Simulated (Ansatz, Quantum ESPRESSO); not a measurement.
# Band line-up of the GaP/MgS(110) superlattice, 5 + 5 layers, a = 5.493 Å, part 5 of 7

Wanted: the band alignment of the GaP/MgS(110) superlattice, 5 + 5 layers, a = 5.493 Å.

Quantum ESPRESSO 7.5; plane-wave DFT, LDA, GBRV ultrasoft pseudopotentials; cross-check by Ansatz 0.2.0 with PAW datasets.

So far. Step 3 (SCF with pw.x of bulk GaP): The run needed 10 iterations to bring the estimated error under 1e-07 Ry.

## 11. SCF with pw.x of the superlattice

The superlattice gives the step of the mean potential between the two crystals; (110) layers are neutral, so no field builds up.

System of this step: GaP/MgS(110) superlattice, 5 + 5 layers, a = 5.493 Å. The cell holds 20 atoms: 5 Ga, 5 P, 5 Mg and 5 S. Its edges and angles: a = 5.493 Å, b = 3.884 Å, c = 19.421 Å, α = 90.0°, β = 90.0°, γ = 90.0°. Regions: GaP, 10 atoms (5 Ga and 5 P); MgS, 10 atoms (5 Mg and 5 S). The structure's axis is c.

ab.in

```
&control
  prefix = 'ab'
  outdir = './out'
  pseudo_dir = './pseudo'
  calculation = 'scf'
  tprnfor = .true.
/
&system
  ibrav = 0
  nat = 20
  ntyp = 4
  ecutwfc = 40
  ecutrho = 200
  occupations = 'smearing'
  smearing = 'fd'
  degauss = 0.002
/
&electrons
  conv_thr = 1e-07
  mixing_beta = 0.5
  electron_maxstep = 120
/
ATOMIC_SPECIES
  Ga  69.7230  ga_lda_v1.4.uspp.F.UPF
  P   30.9738  p_lda_v1.5.uspp.F.UPF
  Mg  24.3050  mg_lda_v1.4.uspp.F.UPF
  S   32.0600  s_lda_v1.4.uspp.F.UPF
CELL_PARAMETERS angstrom
  5.49300000000000 0.00000000000000 0.00000000000000
  0.00000000000000 3.88413754910000 0.00000000000000
  0.00000000000000 0.00000000000000 19.42068774530000
ATOMIC_POSITIONS crystal
  Ga  0.000000000000 0.000000000000 0.000000000000
  P   0.250000000000 0.500000000000 0.000000000000
  Ga  0.500000000000 0.500000000000 0.100000000000
  P   0.750000000000 0.000000000000 0.100000000000
  Ga  0.000000000000 0.000000000000 0.200000000000
  P   0.250000000000 0.500000000000 0.200000000000
  Ga  0.500000000000 0.500000000000 0.300000000000
  P   0.750000000000 0.000000000000 0.300000000000
  Ga  0.000000000000 0.000000000000 0.400000000000
  P   0.250000000000 0.500000000000 0.400000000000
  Mg  0.500000000000 0.500000000000 0.500000000000
  S   0.750000000000 0.000000000000 0.500000000000
  Mg  0.000000000000 0.000000000000 0.600000000000
  S   0.250000000000 0.500000000000 0.600000000000
  Mg  0.500000000000 0.500000000000 0.700000000000
  S   0.750000000000 0.000000000000 0.700000000000
  Mg  0.000000000000 0.000000000000 0.800000000000
  S   0.250000000000 0.500000000000 0.800000000000
  Mg  0.500000000000 0.500000000000 0.900000000000
  S   0.750000000000 0.000000000000 0.900000000000
K_POINTS automatic
  6 8 1 0 0 0
```

Started as:

```
$ OMP_NUM_THREADS=1 mpirun -n 4 pw.x -nk 2 -in ab.in > ab.out
```

Log:

```text
[banner, memory and clock lines left out]
Program PWSCF v.7.5 starts

          URL

     Message from routine setup:
     using ibrav=0 with symmetry is DISCOURAGED, use correct ibrav instead

     bravais-lattice index     =            0
     lattice parameter (alat)  =      10.3803  a.u.
     unit-cell volume          =    2796.1818 (a.u.)^3
     number of atoms/cell      =           20
     number of atomic types    =            4
     number of electrons       =       200.00
     number of Kohn-Sham states=          120
     kinetic-energy cutoff     =      40.0000  Ry
     charge density cutoff     =     200.0000  Ry
     scf convergence threshold =      1.0E-07
     mixing beta               =       0.5000
     number of iterations used =            8  plain     mixing
     Exchange-correlation=  SLA  PZ   NOGX NOGC
                           (   1   1   0   0   0   0   0)

     celldm(1)=  10.380266  celldm(2)=   0.000000  celldm(3)=   0.000000
     celldm(4)=   0.000000  celldm(5)=   0.000000  celldm(6)=   0.000000

     crystal axes: (cart. coord. in units of alat)
               a(1) = (   1.000000   0.000000   0.000000 )
               a(2) = (   0.000000   0.707107   0.000000 )
               a(3) = (   0.000000   0.000000   3.535534 )

     reciprocal axes: (cart. coord. in units 2 pi/alat)
               b(1) = (  1.000000  0.000000  0.000000 )
               b(2) = (  0.000000  1.414214  0.000000 )
               b(3) = (  0.000000  0.000000  0.282843 )

     PseudoPot. # 1 for Ga read from file:
     ./pseudo/ga_lda_v1.4.uspp.F.UPF
     Pseudo is Ultrasoft + core correction, Zval = 19.0
     Generated by new atomic code, or converted to UPF format
     Using radial grid of  871 points,  6 beta functions with:
                l(1) =   0
                l(2) =   0
                l(3) =   1
                l(4) =   1
                l(5) =   2
                l(6) =   2
     Q(r) pseudized with  8 coefficients,  rinner =    1.250   1.250   1.250
                                                       1.250   1.250

     PseudoPot. # 2 for P  read from file:
     ./pseudo/p_lda_v1.5.uspp.F.UPF
     Pseudo is Ultrasoft + core correction, Zval =  5.0
     Generated by new atomic code, or converted to UPF format
     Using radial grid of  903 points,  6 beta functions with:
                l(1) =   0
                l(2) =   0
                l(3) =   1
                l(4) =   1
                l(5) =   2
                l(6) =   2
     Q(r) pseudized with  8 coefficients,  rinner =    1.300   1.300   1.300
                                                       1.300   1.300

     PseudoPot. # 3 for Mg read from file:
     ./pseudo/mg_lda_v1.4.uspp.F.UPF
     Pseudo is Ultrasoft, Zval = 10.0
     Generated by new atomic code, or converted to UPF format
     Using radial grid of  821 points,  7 beta functions with:
                l(1) =   0
                l(2) =   0
                l(3) =   0
                l(4) =   1
                l(5) =   1
                l(6) =   2
                l(7) =   2
     Q(r) pseudized with  8 coefficients,  rinner =    1.200   1.200   1.200
                                                       1.200   1.200

     PseudoPot. # 4 for S  read from file:
     ./pseudo/s_lda_v1.4.uspp.F.UPF
     Pseudo is Ultrasoft + core correction, Zval =  6.0
     Generated by new atomic code, or converted to UPF format
     Using radial grid of  907 points,  6 beta functions with:
                l(1) =   0
                l(2) =   0
                l(3) =   1
                l(4) =   1
                l(5) =   2
                l(6) =   2
     Q(r) pseudized with  8 coefficients,  rinner =    1.300   1.300   1.300
                                                       1.300   1.300

     atomic species   valence    mass     pseudopotential
     Ga               19.00    69.72300     Ga( 1.00)
     P                 5.00    30.97380     P ( 1.00)
     Mg               10.00    24.30500     Mg( 1.00)
     S                 6.00    32.06000     S ( 1.00)

      2 Sym. Ops. (no inversion) found

   Cartesian axes

     site n.     atom                  positions (alat units)
         1        Ga     tau(   1) = (   0.0000000   0.0000000   0.0000000  )
         2        P      tau(   2) = (   0.2500000   0.3535534   0.0000000  )
         3        Ga     tau(   3) = (   0.5000000   0.3535534   0.3535534  )
         4        P      tau(   4) = (   0.7500000   0.0000000   0.3535534  )
         5        Ga     tau(   5) = (   0.0000000   0.0000000   0.7071068  )
         6        P      tau(   6) = (   0.2500000   0.3535534   0.7071068  )
         7        Ga     tau(   7) = (   0.5000000   0.3535534   1.0606602  )
         8        P      tau(   8) = (   0.7500000   0.0000000   1.0606602  )
         9        Ga     tau(   9) = (   0.0000000   0.0000000   1.4142136  )
        10        P      tau(  10) = (   0.2500000   0.3535534   1.4142136  )
        11        Mg     tau(  11) = (   0.5000000   0.3535534   1.7677670  )
        12        S      tau(  12) = (   0.7500000   0.0000000   1.7677670  )
        13        Mg     tau(  13) = (   0.0000000   0.0000000   2.1213203  )
        14        S      tau(  14) = (   0.2500000   0.3535534   2.1213203  )
        15        Mg     tau(  15) = (   0.5000000   0.3535534   2.4748737  )
        16        S      tau(  16) = (   0.7500000   0.0000000   2.4748737  )
        17        Mg     tau(  17) = (   0.0000000   0.0000000   2.8284271  )
        18        S      tau(  18) = (   0.2500000   0.3535534   2.8284271  )
        19        Mg     tau(  19) = (   0.5000000   0.3535534   3.1819805  )
        20        S      tau(  20) = (   0.7500000   0.0000000   3.1819805  )

     number of k points=    20  Fermi-Dirac smearing, width (Ry)=  0.0020
                       cart. coord. in units 2pi/alat
        k(    1) = (   0.0000000   0.0000000   0.0000000), wk =   0.0416667
        k(    2) = (   0.0000000   0.1767767   0.0000000), wk =   0.0833333
        k(    3) = (   0.0000000   0.3535534   0.0000000), wk =   0.0833333
        k(    4) = (   0.0000000   0.5303301   0.0000000), wk =   0.0833333
        k(    5) = (   0.0000000  -0.7071068   0.0000000), wk =   0.0416667
        k(    6) = (   0.1666667   0.0000000   0.0000000), wk =   0.0833333
        k(    7) = (   0.1666667   0.1767767   0.0000000), wk =   0.1666667
        k(    8) = (   0.1666667   0.3535534   0.0000000), wk =   0.1666667
        k(    9) = (   0.1666667   0.5303301   0.0000000), wk =   0.1666667
        k(   10) = (   0.1666667  -0.7071068   0.0000000), wk =   0.0833333
[...]
-35.8920 -35.8916 -35.8626 -35.8626 -35.8620 -35.5977 -35.5975 -35.5945
   -35.5943 -35.5810 -35.5808  -8.5006  -8.5005  -8.4297  -8.4297  -8.3731
    -8.3730  -8.3297  -8.3293  -8.3111  -8.3109  -8.2974  -8.2761  -8.2444
    -8.2272  -8.2041  -8.2009  -8.1775  -8.1770  -8.1675  -8.1646  -8.1430
    -8.1115  -8.1018  -8.1016  -8.0980  -6.7729  -6.7183  -6.5690  -6.4897
    -6.3989  -4.7914  -4.7572  -4.3064  -4.2932  -3.9858  -0.0692   0.2573
     0.5286   0.9800   1.5755   1.6012   1.8037   2.0251   2.4233   2.6734
     3.6654   3.7179   3.7242   3.7378   3.8259   3.8260   3.8956   3.8981
     3.9201   3.9686   4.7142   4.8077   4.8220   4.8569   4.8633   5.0898
     5.1289   5.2113   5.2287   5.2727   7.9529   8.1731   8.4839   8.5750
     8.7827   9.4853   9.6087   9.6559   9.7776  10.0031  10.1427  10.3506
    10.5361  10.8947  10.9084  11.0903  11.3059  11.3300  11.4646  11.5051

          k =-0.5000 0.1768 0.0000 ( 11964 PWs)   bands (ev):

   -87.5333 -87.5333 -87.4998 -87.4998 -87.4930 -87.4929 -87.3532 -87.3522
   -87.3481 -87.2925 -87.2922 -87.2913 -87.2912 -87.2878 -87.2877 -68.4492
   -68.4489 -68.4177 -68.1441 -68.1439 -35.8966 -35.8962 -35.8934 -35.8923
   -35.8921 -35.8920 -35.8629 -35.8626 -35.8620 -35.5981 -35.5979 -35.5945
   -35.5943 -35.5809 -35.5807  -8.4972  -8.4970  -8.4282  -8.4281  -8.3793
    -8.3790  -8.3273  -8.3271  -8.3133  -8.3131  -8.2968  -8.2754  -8.2470
    -8.2218  -8.2006  -8.1975  -8.1788  -8.1757  -8.1697  -8.1656  -8.1452
    -8.1096  -8.1043  -8.1011  -8.0997  -6.7283  -6.6751  -6.5241  -6.4483
    -6.3571  -4.6834  -4.6463  -4.1968  -4.1858  -3.8762  -0.0166   0.3126
     0.5783   1.0582   1.5723   1.5808   1.7402   2.0216   2.1654   2.3534
     3.2331   3.2943   3.4140   3.4611   3.5589   3.6579   3.8092   3.8150
     3.8982   3.9316   4.0856   4.2188   4.2970   4.5422   4.7614   4.8955
     5.1120   5.2323   5.3049   5.3314   8.5608   8.7416   8.9541   9.0863
     9.2157   9.8508  10.0612  10.1666  10.2081  10.4274  10.5064  10.5820
    10.7228  10.8150  10.9286  11.1241  11.1771  11.2849  11.2934  11.3954

          k =-0.5000 0.3536 0.0000 ( 11918 PWs)   bands (ev):

   -87.5333 -87.5333 -87.4998 -87.4998 -87.4928 -87.4927 -87.3532 -87.3522
   -87.3479 -87.2924 -87.2922 -87.2911 -87.2910 -87.2877 -87.2876 -68.4492
   -68.4488 -68.4177 -68.1441 -68.1439 -35.8965 -35.8962 -35.8933 -35.8931
   -35.8928 -35.8921 -35.8637 -35.8625 -35.8619 -35.5989 -35.5987 -35.5944
   -35.5942 -35.5809 -35.5807  -8.4890  -8.4888  -8.4263  -8.4261  -8.3922
    -8.3915  -8.3220  -8.3218  -8.3184  -8.3183  -8.3008  -8.2747  -8.2487
    -8.2106  -8.1957  -8.1903  -8.1790  -8.1768  -8.1741  -8.1628  -8.1474
    -8.1107  -8.1043  -8.1038  -8.0987  -6.6158  -6.5664  -6.4109  -6.3443
    -6.2521  -4.3863  -4.3400  -3.9018  -3.8793  -3.5705   0.0538   0.3649
     0.5732   0.9844   1.0995   1.5245   1.5276   1.6394   1.7280   1.8084
     2.6242   2.6742   2.7714   2.8901   3.0269   3.0487   3.2698   3.3177
     3.8186   3.8205   3.8650   3.8858   4.0921   4.1311   4.6292   4.8638
     4.9329   4.9901   5.2874   5.3060   8.6707   9.1054   9.1108   9.3449
     9.4512  10.2719  10.3615  10.4605  10.4875  10.6665  10.7350  10.7860
    10.9586  11.0726  11.1399  11.2071  11.4486  11.5076  11.5267  11.7161

          k =-0.5000 0.5303 0.0000 ( 11890 PWs)   bands (ev):

   -87.5333 -87.5333 -87.4998 -87.4998 -87.4927 -87.4926 -87.3532 -87.3522
   -87.3478 -87.2924 -87.2923 -87.2910 -87.2909 -87.2877 -87.2876 -68.4492
   -68.4488 -68.4177 -68.1441 -68.1439 -35.8964 -35.8961 -35.8939 -35.8936
   -35.8932 -35.8920 -35.8645 -35.8625 -35.8618 -35.5997 -35.5995 -35.5943
   -35.5941 -35.5808 -35.5806  -8.4810  -8.4806  -8.4292  -8.4291  -8.4007
    -8.3996  -8.3236  -8.3235  -8.3173  -8.3163  -8.3097  -8.2744  -8.2477
    -8.2024  -8.1943  -8.1853  -8.1851  -8.1786  -8.1674  -8.1580  -8.1451
    -8.1170  -8.1076  -8.0980  -8.0955  -6.4955  -6.4504  -6.2899  -6.2338
    -6.1406  -4.0095  -3.9481  -3.5300  -3.4738  -3.1696  -0.1115   0.0629
     0.1845   0.2232   0.2348   1.1587   1.2462   1.4230   1.5824   1.7519
     2.1344   2.2261   2.4607   2.5833   2.8695   3.0193   3.2708   3.3294
     3.4768   3.5745   3.5927   3.7310   4.0571   4.2013   4.2585   4.4664
     4.8142   5.0007   5.1162   5.2992   8.1531   8.7508   9.0171   9.6188
     9.6983  10.0660  10.1419  10.1928  10.3641  10.4226  10.8635  10.9041
    11.0169  11.0202  11.1260  11.1983  11.3557  11.4568  11.5492  11.7618

          k =-0.5000-0.7071 0.0000 ( 11916 PWs)   bands (ev):

   -87.5333 -87.5333 -87.4998 -87.4998 -87.4927 -87.4927 -87.3532 -87.3522
   -87.3478 -87.2924 -87.2923 -87.2910 -87.2909 -87.2877 -87.2876 -68.4491
   -68.4488 -68.4177 -68.1441 -68.1439 -35.8964 -35.8960 -35.8943 -35.8939
   -35.8932 -35.8920 -35.8648 -35.8625 -35.8617 -35.6001 -35.5999 -35.5943
   -35.5941 -35.5808 -35.5806  -8.4775  -8.4770  -8.4325  -8.4323  -8.4025
    -8.4012  -8.3258  -8.3255  -8.3156  -8.3143  -8.3141  -8.2741  -8.2473
    -8.1997  -8.1927  -8.1899  -8.1844  -8.1771  -8.1648  -8.1553  -8.1431
    -8.1195  -8.1092  -8.0951  -8.0937  -6.4431  -6.4000  -6.2371  -6.1858
    -6.0922  -3.8130  -3.7415  -3.3350  -3.2533  -2.9503  -0.3434  -0.2420
    -0.1566  -0.1414  -0.0802   0.9561   1.0678   1.2940   1.5448   1.7062
     2.1026   2.3780   2.4504   2.8096   2.8123   3.0446   3.1919   3.2366
     3.3177   3.3954   3.4863   3.8432   3.8705   4.0972   4.1774   4.4389
     4.6090   4.9430   5.1341   5.3264   7.8581   8.6109   9.0471   9.8328
     9.8364   9.9794  10.1171  10.2772  10.2782  10.4498  10.6541  10.6707
    10.6871  10.8133  10.9522  11.2374  11.2672  11.4215  11.6582  11.6619

     the Fermi energy is     7.1102 ev

!    total energy              =   -2899.69319973 Ry
     estimated scf accuracy    <       0.00000005 Ry
     smearing contrib. (-TS)   =      -0.00000000 Ry
     internal energy E=F+TS    =   -2899.69319973 Ry

     The total energy is F=E-TS. E is the sum of the following terms:
     one-electron contribution =   -2978.45098754 Ry
     hartree contribution      =    1530.61906113 Ry
     xc contribution           =    -393.26598590 Ry
     ewald contribution        =   -1058.59528743 Ry

     convergence has been achieved in  22 iterations

     Forces acting on atoms (cartesian axes, Ry/au):

     atom    1 type  1   force =     0.01321722    0.00000000    0.01809876
     atom    2 type  2   force =    -0.02918113    0.00000000    0.02044895
     atom    3 type  1   force =    -0.00719454    0.00000000    0.00291814
     atom    4 type  2   force =    -0.00843020    0.00000000   -0.00537580
     atom    5 type  1   force =     0.00691147    0.00000000   -0.00005842
     atom    6 type  2   force =     0.00111972    0.00000000    0.00000318
     atom    7 type  1   force =    -0.00723759    0.00000000   -0.00280945
     atom    8 type  2   force =    -0.00842886    0.00000000    0.00537910
     atom    9 type  1   force =     0.01323153    0.00000000   -0.01817093
     atom   10 type  2   force =    -0.02918406    0.00000000   -0.02044061
     atom   11 type  3   force =     0.00354355    0.00000000    0.00689644
     atom   12 type  4   force =     0.01923335    0.00000000   -0.01589365
     atom   13 type  3   force =     0.00509329    0.00000000    0.00030479
     atom   14 type  4   force =     0.00127181    0.00000000    0.00392027
     atom   15 type  3   force =    -0.00247807    0.00000000    0.00005916
     atom   16 type  4   force =    -0.00048666    0.00000000   -0.00002108
     atom   17 type  3   force =     0.00500765    0.00000000   -0.00026347
     atom   18 type  4   force =     0.00127239    0.00000000   -0.00393445
     atom   19 type  3   force =     0.00348359    0.00000000   -0.00697284
     atom   20 type  4   force =     0.01923555    0.00000000    0.01591189

     Total force =     0.073311     Total SCF correction =     0.001094

     XML data file, charge density, pseudopotentials, collected wavefunctions

                                        0.00s GPU  (    1686 calls)
```

The job ended after 9.7 min (4 MPI ranks of AMD EPYC 7R32 (Zen 2), shared host; peak memory 1.4 GiB).

Read from the output:

| Item | Value |
| --- | --- |
| free energy | -39452.3358 eV |
| Fermi energy | 7.110 eV |

The program's own clock; routines nest. Time by routine:

```csv
routine,wall time (s),calls
PWSCF,580.9,1
electrons,570.5,1
c_bands,505.1,22
cegterg,474.9,230
h_psi,261.4,1686
fftw,173.9,222904
vloc_psi,168.9,1686
calbec,60.03,1946
sum_band,52.1,22
h_psi:calbec,46.35,1686
s_psi,42.61,1686
add_vuspsi,42.33,1686
cdiaghg,28.71,1676
newd,13.25,23
```

The run needed 22 iterations to bring the estimated error under 1e-07 Ry; the largest force on any atom, held or free, is 0.92 eV/Å.

## 12. Potential by pp.x of the superlattice

ab.pot.in

```
&inputpp
  prefix = 'ab'
  outdir = './out'
  filplot = 'ab.pot.dat'
  plot_num = 11
/
```

Started as:

```
$ OMP_NUM_THREADS=1 mpirun -n 4 pp.x -in ab.pot.in > ab.pot.out
```

Log:

```text
[banner, memory and clock lines left out]
Program POST-PROC v.7.5 starts

          URL

     ./out/ab.save/

     IMPORTANT: XC functional enforced from input :
     Exchange-correlation= PZ
                           (   1   1   0   0   0   0   0)
     Any further DFT definition will be discarded
     Please, verify this is what you really want

     Calling punch_plot, plot_num =  11
     Writing data to file  ab.pot.dat
     Message from routine chdens:
     namelist plot not found or invalid, exiting
```

Elapsed: 2.5 s, on 4 MPI ranks; peak memory 0.48 GiB.

Electrostatic potential energy in the ca plane at fractional y = 0.000, with atoms of Ga and P and S and Mg within 0.2 Å of it. With pseudopotentials it is smooth inside the atoms' cores, unlike the true potential.

Values in eV, 8 rows by 16 columns, each cell a mean:
```
-12 -12 -43  -9 -11 -17 -41  -8 -10 -19 -32  -7  -8 -26 -25  -9
-71 -13  -4 -20 -68  -7  -4 -30 -61  -4  -3 -41 -51  -3  -4 -53
-54  -8   3 -13 -52  -3   2 -20 -46   0   2 -30 -38   1   1 -39
 -3   2   3   1  -3   2   3   1  -2   3   3   0  -1   3   3  -1
  3   3   3   3   3   3   3   3   2   3   3   2   2   3   3   2
  3   3   2   3   3   3   2   3   2   2   2   2   2   2   2   2
  3  -1 -12   0   3  -3 -11   1   2  -4  -7   1   1  -6  -6   2
  2 -14 -54  -9   2 -22 -51  -4   1 -27 -46  -1   0 -37 -36   0
```
Columns run along c (16.0 Å, from fractional 0.09 to 0.91 of the cell; values clipped at the 3rd and 97th percentile), rows up along a (5.5 Å). Atoms in or near the plane, at fractional coordinates: P at (0.10, 0.75), Ga at (0.20, 0.00), P at (0.30, 0.75), Ga at (0.40, 0.00), S at (0.50, 0.75), Mg at (0.60, 0.00), S at (0.70, 0.75), Mg at (0.80, 0.00), S at (0.90, 0.75).

(Continued in part 6 of 7.)

[Logs are printed without paths, hosts, clocks, repeated set-up lines and the standing remarks that a program may print on its own settings, such as how far it seeks lower states.]

[Hosts, paths, dates, database ids (printed as entryN), source tags and the programs' standing remarks are cut or masked in the printed files.]

[Maps of the electrostatic potential energy from Ansatz leave out the sawtooth potential of an applied field or a dipole correction, so their vacuum need not be flat; planar profiles and work functions include it.]
